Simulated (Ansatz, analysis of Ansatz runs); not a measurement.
# Can an added electron hop between Fe atoms in NbFeO4 (C2/m)?

Aim: the energy barrier that a trapped electron meets when it moves from one Fe atom to another one nearby in NbFeO4 (C2/m). The model is a cell of 48 host atoms.

Program: Ansatz 0.2.0. Level of theory: plane-wave PAW DFT, PBEsol+U; relaxation of all atoms of a supercell at fixed charge in a uniform background. Results are calculated unless marked as measured.

Report form: the programs' logs are mostly left out.

**1. Set-up**

The cell holds 48 atoms: 8 Nb, 8 Fe and 32 O. Its edges and angles: a = 7.696 Å, b = 12.349 Å, c = 13.141 Å, α = 35.0°, β = 95.8°, γ = 78.1°. It derives from NbFeO4 (space group C2/m). Nearest the centre at fractional (0.555, 0.752, 0.445): O19 at 0.60 Å, Fe16 at 1.92 Å, Fe13 at 1.92 Å, Fe11 at 2.52 Å, Nb2 at 2.58 Å, O48 at 2.71 Å, O45 at 2.71 Å, O37 at 2.74 Å.

Hubbard terms: Fe d 4.0 eV. They were chosen, not fitted, to curb self-interaction in the shells named, the trial site's among them. The two sites are Fe16 and Fe13. The cell's shortest repeat is 7.7 Å. The host's moments were started antiferromagnetic in the unit cell, high spin; both sites carry the same spin direction.

**2. The cell without the carrier**

The neutral cell is relaxed first, from small random displacements, so that bond lengths and moments with the carrier can be set beside those of a relaxed cell without it.

The input, neutral.relax/input.yaml:

```yaml
crystal:
  lattice:
    - [-2.00015703, 3.83661972, 6.36485907]
    - [10.56814322, 0.0, 6.38823069]
    - [12.56830025, 3.83661972, 0.02337162]
  atoms:
    - { symbol: Nb, position: [0.439325, 0.835654, 0.060675] }
    - { symbol: Nb, position: [0.439325, 0.835654, 0.560675] }
    - { symbol: Nb, position: [0.939325, 0.335654, 0.060675] }
    - { symbol: Nb, position: [0.939325, 0.335654, 0.560675] }
    - { symbol: Nb, position: [0.060675, 0.664346, 0.439325] }
    - { symbol: Nb, position: [0.060675, 0.664346, 0.939325] }
    - { symbol: Nb, position: [0.560675, 0.164346, 0.439325] }
    - { symbol: Nb, position: [0.560675, 0.164346, 0.939325] }
[... 36 atom lines left out ...]
    - { symbol: O, position: [0.185496, 0.822338, 0.314504] }
    - { symbol: O, position: [0.185496, 0.822338, 0.814504] }
    - { symbol: O, position: [0.685496, 0.322338, 0.314504] }
    - { symbol: O, position: [0.685496, 0.322338, 0.814504] }
basis:
  ecutwfc: 420
  xc_grid: 2
hamiltonian:
  xc: pbesol
  hubbard: { sites: [{ species: Fe, l: d, u_eff: 4.0 }] }
kpoints:
  mp_grid: { grid: [1, 1, 1] }
magnetization:
  spin_polarized: true
  initial_magnetization: 0
  spin_locking: { lock_magnetization: hard }
scf:
  occupations: { method: fermi_dirac, width: 0.01 }
  max_iter: 120
  lower_state_search: "off"
output:
  forces: true
relax:
  f_tol: 0.02
  max_steps: 70
  random_displacement: { amplitude: 0.04, seed: 7417 }
checkpoint:
  write: "../neutral.relax.run"
  compress: false
  write_wavefunctions: true
  write_every: 100000
```

Run with:

```bash
$ ansatz run input.yaml --threads 8 --pin off --max-ram 17899MiB --backend cpu --events-out ev --progress --plain --runs-dir out
```

Wall time 25 s (8 threads of Arm Neoverse V1, shared host); peak memory 1.5 GiB.

The largest displacement from an ideal site is 0.024 Å.

**3. The electron on the first site**

The nearest neighbour or neighbours of the site start displaced and the site's starting moment is changed by the carrier's spin, since a carrier doesn't trap itself in the undistorted lattice.

The input, A.relax/input.yaml:

```yaml
crystal:
  lattice:
    - [-2.00015703, 3.83661972, 6.36485907]
    - [10.56814322, 0.0, 6.38823069]
    - [12.56830025, 3.83661972, 0.02337162]
  atoms:
    - { symbol: Nb, position: [0.437409, 0.836364, 0.061787] }
    - { symbol: Nb, position: [0.43743, 0.836296, 0.561863] }
    - { symbol: Nb, position: [0.937421, 0.336282, 0.061866] }
    - { symbol: Nb, position: [0.937409, 0.336368, 0.56178] }
    - { symbol: Nb, position: [0.061542, 0.664401, 0.437746] }
    - { symbol: Nb, position: [0.061476, 0.664411, 0.937725] }
    - { symbol: Nb, position: [0.561479, 0.164424, 0.437726] }
    - { symbol: Nb, position: [0.561526, 0.164412, 0.937748] }
[... 36 atom lines left out ...]
    - { symbol: O, position: [0.185408, 0.822863, 0.313928] }
    - { symbol: O, position: [0.18532, 0.822906, 0.81395] }
    - { symbol: O, position: [0.685225, 0.323008, 0.313839] }
    - { symbol: O, position: [0.677783, 0.311643, 0.821478] }
total_charge: -1
basis:
  ecutwfc: 420
  xc_grid: 2
hamiltonian:
  xc: pbesol
  hubbard: { sites: [{ species: Fe, l: d, u_eff: 4.0 }] }
kpoints:
  mp_grid: { grid: [1, 1, 1] }
magnetization:
  spin_polarized: true
  initial_magnetization: 1
  spin_locking: { lock_magnetization: hard }
scf:
  occupations: { method: fermi_dirac, width: 0.01 }
  max_iter: 120
  lower_state_search: "off"
output:
  forces: true
relax:
  f_tol: 0.015
  max_steps: 70
  escape_saddle: false
checkpoint:
  write: "../A.relax.run"
  compress: false
  write_wavefunctions: true
  write_every: 100000
```

The job ended after 45 s (8 threads; peak memory 1.5 GiB; 5.4 min of CPU time).

Relaxation path:

```
step  energy less that of the first step (eV)  largest force component (eV/Å)
   1                                   0.0000                          4.4322
   2                                  -0.4473                          1.1979
   3                                  -0.4982                          0.1898
   4                                  -0.5049                          0.1199
   5                                  -0.5083                          0.0804
   6                                  -0.5092                          0.0181
   7                                  -0.5094                          0.0120
```

The atoms that moved most (Å):

```csv
atom,dx,dy,dz,length
O32,-0.059,0.000,0.103,0.119
O29,0.081,0.000,0.027,0.085
O40,0.071,0.000,-0.010,0.072
O48,-0.036,0.000,0.053,0.064
O18,0.013,-0.057,0.004,0.058
O19,0.013,0.056,0.004,0.058
O37,0.009,0.000,-0.046,0.047
O36,-0.011,0.001,-0.043,0.045
```

The moves above count from the input, in which the site's nearest neighbours were already displaced; the distances below compare with the cell without the carrier.

Distances from Fe16 without and with the electron:

| atom | without (Å) | with (Å) |
| --- | --- | --- |
| O48 | 1.92 | 1.96 |
| O40 | 1.95 | 2.00 |
| O18 | 2.00 | 2.08 |
| O19 | 2.00 | 2.08 |
| O24 | 2.14 | 2.25 |
| O32 | 2.14 | 2.20 |

The largest changes of the moments are 0.51 μB on Fe16, 0.06 μB on O18 and 0.06 μB on O19. The largest part sits on the chosen site.

**4. The electron on the second site**

The same start is made on the second site, to get the end of the hop.

The input, B.relax/input.yaml:

```yaml
crystal:
  lattice:
    - [-2.00015703, 3.83661972, 6.36485907]
    - [10.56814322, 0.0, 6.38823069]
    - [12.56830025, 3.83661972, 0.02337162]
  atoms:
    - { symbol: Nb, position: [0.437409, 0.836364, 0.061787] }
    - { symbol: Nb, position: [0.43743, 0.836296, 0.561863] }
[... 8 atom lines left out ...]
    - { symbol: Fe, position: [0.693574, 0.99689, 0.305774], spin: 5.0 }
[... 1 atom line left out ...]
    - { symbol: Fe, position: [0.305421, 0.003762, 0.193886], spin: -4.0 }
[... 2 atom lines left out ...]
    - { symbol: Fe, position: [0.805418, 0.503739, 0.693893], spin: -5.0 }
[... 2 atom lines left out ...]
    - { symbol: O, position: [0.56964, 0.787808, 0.459655] }
[... 28 atom lines left out ...]
    - { symbol: O, position: [0.685346, 0.32292, 0.813915] }
total_charge: -1
basis:
  ecutwfc: 420
  xc_grid: 2
hamiltonian:
  xc: pbesol
  hubbard: { sites: [{ species: Fe, l: d, u_eff: 4.0 }] }
kpoints:
  mp_grid: { grid: [1, 1, 1] }
magnetization:
  spin_polarized: true
  initial_magnetization: 1
  spin_locking: { lock_magnetization: hard }
scf:
  occupations: { method: fermi_dirac, width: 0.01 }
  max_iter: 120
  lower_state_search: "off"
output:
  forces: true
relax:
  f_tol: 0.015
  max_steps: 70
  escape_saddle: false
checkpoint:
  write: "../B.relax.run"
  compress: false
  write_wavefunctions: true
  write_every: 100000
```

Elapsed: 45 s, on 8 threads; peak memory 1.5 GiB; 5.4 min of CPU time.

Distances from Fe13 without and with the electron:

```csv
atom,without (Å),with (Å)
O45,1.92,1.96
O37,1.95,2.00
O18,2.00,2.08
O19,2.00,2.08
O21,2.14,2.25
O29,2.14,2.20
```

The largest changes of the moments are 0.51 μB on Fe13, 0.06 μB on O18 and 0.06 μB on O19. The largest part sits on the chosen site.

**5. Points on the line between the two structures**

All atoms move on the straight line between the two relaxed structures, 1.34 amu^1/2 Å long in mass-weighted terms. Each point starts from the state of the point before, once from either end, so that both localised states can be followed; the midpoint is also started with the carrier shared.

The input, A.x0500/input.yaml:

```yaml
crystal:
  lattice:
    - [-2.00015703, 3.83661972, 6.36485907]
    - [10.56814322, 0.0, 6.38823069]
    - [12.56830025, 3.83661972, 0.02337162]
  atoms:
    - { symbol: Nb, position: [0.437699, 0.836527, 0.061541] }
    - { symbol: Nb, position: [0.437184, 0.835838, 0.562054] }
[... 8 atom lines left out ...]
    - { symbol: Fe, position: [0.69254, 0.99451, 0.306699], spin: 5.0 }
[... 1 atom line left out ...]
    - { symbol: Fe, position: [0.303016, 0.002677, 0.196224], spin: -5.0 }
[... 2 atom lines left out ...]
    - { symbol: Fe, position: [0.803015, 0.502678, 0.696223], spin: -4.0 }
[... 2 atom lines left out ...]
    - { symbol: O, position: [0.554374, 0.803765, 0.444864] }
[... 28 atom lines left out ...]
    - { symbol: O, position: [0.683257, 0.318657, 0.815981] }
total_charge: -1
basis:
  ecutwfc: 420
  xc_grid: 2
hamiltonian:
  xc: pbesol
  hubbard: { sites: [{ species: Fe, l: d, u_eff: 4.0 }] }
kpoints:
  mp_grid: { grid: [1, 1, 1] }
magnetization:
  spin_polarized: true
  initial_magnetization: 1
  spin_locking: { lock_magnetization: hard }
scf:
  occupations: { method: fermi_dirac, width: 0.01 }
  max_iter: 120
  lower_state_search: "off"
output:
  forces: true
  eigenvalues: true
  eigenstates: { localisation: true }
  write_density: true
  write_potential: true
  volumetric_format: npy
checkpoint:
  read: "../A.x0375.run"
  write: "../A.x0500.run"
  compress: false
  write_wavefunctions: true
  write_every: 100000
```

The job ended after 17 s (8 threads; peak memory 1.5 GiB).

From eigenstates.tsv, first k-point; energies on the run's zero. The participation number counts the atoms that a state is spread over, of 48; bands count from 0.

```csv
spin,band,energy (eV),occupation,participation,largest share on,share
down,206,6.813,1.00,14.3,O22,0.12
down,207,6.882,1.00,19.7,O22,0.08
down,208,6.998,1.00,14.6,O21,0.11
down,209,7.247,1.00,13.0,Fe16,0.13
down,210,7.464,1.00,8.9,O17,0.19
down,211,7.880,1.00,8.9,O18,0.18
down,212,9.365,0.00,3.4,Fe9,0.38
down,213,9.503,0.00,3.0,Fe9,0.41
down,214,9.509,0.00,3.3,Fe10,0.39
down,215,9.569,0.00,3.4,Fe9,0.38
down,216,9.630,0.00,3.5,Fe10,0.37
up,207,6.852,1.00,12.1,O45,0.11
up,208,6.876,1.00,14.3,Fe9,0.10
up,209,6.946,1.00,14.3,O18,0.12
up,210,7.451,1.00,8.9,O22,0.19
up,211,7.624,1.00,8.6,O21,0.19
up,212,8.605,1.00,3.0,Fe13,0.41
up,213,9.228,0.00,3.4,Fe13,0.38
up,214,9.343,0.00,3.1,Fe14,0.40
up,215,9.512,0.00,2.8,Fe14,0.42
up,216,9.549,0.00,3.0,Fe14,0.41
up,217,9.650,0.00,2.9,Fe14,0.41
```

Under PBEsol+U (4 eV) at the zone centre alone, the highest filled state is spin up, spread over 3 of 48 atoms, and the lowest empty one, 0.62 eV above it, is spin up, spread over 3 of 48 atoms.

Spin density in the bc plane at fractional x = 0.555, through the centre, with atoms of Nb and O within 0.45 Å of it.

Values in e/Å³, 13 rows by 16 columns, each cell a mean:
```
 0.04  0.01  0.00  0.00  0.00  0.00  0.00  0.00  0.00  0.00  0.00 -0.02 -0.15 -0.03  0.00  0.01
 0.05  0.07  0.01  0.00  0.00  0.00  0.00  0.00  0.00  0.00  0.00  0.00 -0.01 -0.04 -0.01  0.01
 0.08  0.04  0.01  0.00  0.00 -0.01  0.00  0.00  0.00  0.00  0.00  0.00  0.00  0.00  0.00  0.02
 0.05  0.11  0.04  0.00  0.00  0.00  0.00  0.00  0.00  0.00  0.00  0.00  0.00  0.00  0.00  0.00
 0.00  0.02  0.03  0.01  0.00  0.00  0.00  0.00  0.00  0.00  0.00  0.00  0.00  0.00  0.00  0.00
 0.00  0.00  0.01  0.00  0.00  0.00  0.00  0.00  0.00  0.00  0.01  0.00  0.00  0.00  0.00  0.00
 0.01  0.00  0.00  0.00  0.00  0.00  0.00  0.00  0.00  0.00  0.00 -0.01 -0.07 -0.01  0.00  0.01
 0.04  0.03  0.00  0.01  0.00  0.00  0.00  0.00  0.00  0.00  0.00  0.00 -0.04 -0.02  0.00  0.00
 0.04  0.05  0.02  0.00 -0.01 -0.01  0.00  0.00  0.00  0.00  0.00  0.00  0.00  0.00 -0.01  0.02
 0.10  0.10  0.01  0.00  0.00 -0.01 -0.01  0.00  0.00  0.00  0.00  0.00  0.00  0.00  0.00  0.01
 0.01  0.05  0.05  0.01  0.00  0.00  0.00  0.00  0.00  0.00  0.00  0.00  0.00  0.00  0.00  0.00
 0.00  0.01  0.03  0.01  0.00  0.00  0.00  0.00  0.00  0.00  0.00  0.00  0.00  0.00  0.00  0.00
 0.00  0.00  0.01  0.00  0.00  0.00  0.00  0.00  0.00  0.00  0.00 -0.02 -0.02  0.00  0.00  0.00
```
Columns run along b (12.3 Å), rows up along c (13.1 Å). Atoms in or near the plane, at fractional coordinates: Nb at (0.16, 0.44), Nb at (0.16, 0.94), O at (0.80, 0.44), O at (0.80, 0.94), O at (0.04, 0.40), O at (0.04, 0.91).

Valence density in the bc plane at fractional x = 0.555, through the centre, with atoms of Nb and O within 0.45 Å of it. It is the smooth field of the valence electrons, not physical close to the nuclei.

Ten steps, logarithmic in the rise over the least value, from '0' (0.0 e/Å³) to '9' (6.2 e/Å³), each cell a mean:
```
65689986322100000000000136999643456
88768999742100000000000013689974346
79986789974210000000000000247886434
36888657776431000011100000012466533
33456643345554210011221110111123333
34433433222345431001233321111111122
34443222111124443111123443222321112
23454321100001233211112456533333211
22456542100000011211112246665333332
33345654210000000001112334566533333
35554454321000000000012355555543333
35788654321000000000001357875443444
65689986321100000000000136899743356
88768999742100000000000012589974346
68987789974210000000000000146886433
35788657876431000011100000012456543
33456653455544210011221100111123333
34433443222345431111233321111111122
34443222111123443211124443222221112
23454321100001233211113456533333211
22456542100000011211112246665333332
33345654210000000011112334566533333
35654555421000000000012455445543333
35788654431100000000001357865444444
```
Columns run along b (12.3 Å), rows up along c (13.1 Å). Atoms in or near the plane, at fractional coordinates: Nb at (0.16, 0.44), Nb at (0.16, 0.94), O at (0.80, 0.44), O at (0.80, 0.94), O at (0.04, 0.40), O at (0.04, 0.91).

Electrostatic potential energy in the bc plane at fractional x = 0.555, through the centre, with atoms of Nb and O within 0.45 Å of it. With pseudopotentials it is smooth inside the atoms' cores, unlike the true potential.

Values in eV, 13 rows by 16 columns, each cell a mean:
```
-12 -25 -44 -25   7  13  14  14  14  14  13   7 -29 -16   7   1
-12 -26 -18 -39 -20   9  14  14  14  13  13  13   9 -11   1   9
  3   0   4   4  -4   5  12  14  13  11  11  12  13  13  11   8
  6  -1   7  12  12  11  11  13  13  11   4   2   9  13  13  11
 10   7   5  10  13  14  14  14  13  12   8 -10 -15   5  11  11
 -1  -5   4   9  13  14  14  14  14  13  12   6  -8 -10   6   9
 -1 -35 -33  -3  12  14  14  14  14  14  13   0 -23  -3   5   6
-21 -21 -37 -41  -6  12  14  14  14  13  14  13  -6 -28   2   7
  3 -16  -7 -18 -21   5  13  14  13  12  13  13  13   9   6   8
  1   1   9  11   7   7  10  13  13  10   7   9  13  13  12  10
 10   3   5  11  13  13  13  13  13  11   4  -8   0  11  12  12
  5   6   3  10  13  14  14  14  14  13  10  -1 -20  -6   9   9
 -5 -28 -10   8  13  14  14  14  14  13  12   0  -4  -4   3   8
```
Columns run along b (12.3 Å; values clipped at the 3rd and 97th percentile), rows up along c (13.1 Å). Atoms in or near the plane, at fractional coordinates: Nb at (0.16, 0.44), Nb at (0.16, 0.94), O at (0.80, 0.44), O at (0.80, 0.94), O at (0.04, 0.40), O at (0.04, 0.91).

Free energies from the first end:

```csv
started from,fraction,energy (eV),moment change on Fe16 (μB),on Fe13 (μB)
first site,0,0.000,0.51,0.04
first site,0.125,0.007,0.50,0.05
first site,0.25,0.028,0.48,0.06
first site,0.375,0.059,0.44,0.08
first site,0.5,0.083,0.25,0.25
first site,0.625,0.059,0.08,0.44
second site,0.875,0.007,0.05,0.50
second site,0.75,0.028,0.06,0.48
second site,0.625,0.059,0.08,0.44
second site,0.5,0.083,0.25,0.25
second site,0.375,0.059,0.44,0.08
shared,0.5,0.083,0.25,0.25
second site,1,0.000,0.04,0.51
```

**6. What came out**

| Item | Value |
| --- | --- |
| distance of the two sites without the carrier | 3.84 Å |

**Reading.** The highest point of the line lies 0.08 eV above the first end, but there the electron is shared along a chain of sites and their images, so this is no barrier of a single pair, which may be higher, and the image-charge term need not cancel. The second site lies about half a repeat away: the first meets it and its image at 3.84 and 3.84 Å, so the cell models a chain, and nothing is concluded on the coupling of a single pair. A shorter hop, 3.15 Å to Fe11 (opposite spin), was not computed. No run compares the localised electron with one spread in the band, so its binding is unknown. The magnetic order was assumed and need not be the ground state. The total moment is locked, so a carrier of the other spin direction was not tried. The program's search for lower electronic states was switched off in all runs, so that each state is followed; none is shown to be the lowest at its structure. No image-charge correction is applied; it nearly cancels along the line while the charge stays localised. Keep in mind: sampling at the zone centre alone can move energies of charged and open-shell states by tenths of an eV or more in cells of this size; the images are only 7.7 Å apart; gap and trapping depend on the U chosen (Fe d 4.0 eV).

[Logs are printed without paths, hosts, clocks, repeated set-up lines and the standing remarks that a program may print on its own settings, such as how far it seeks lower states.]

[Hosts, paths, dates, database ids (printed as entryN), source tags and the programs' standing remarks are cut or masked in the printed files.]
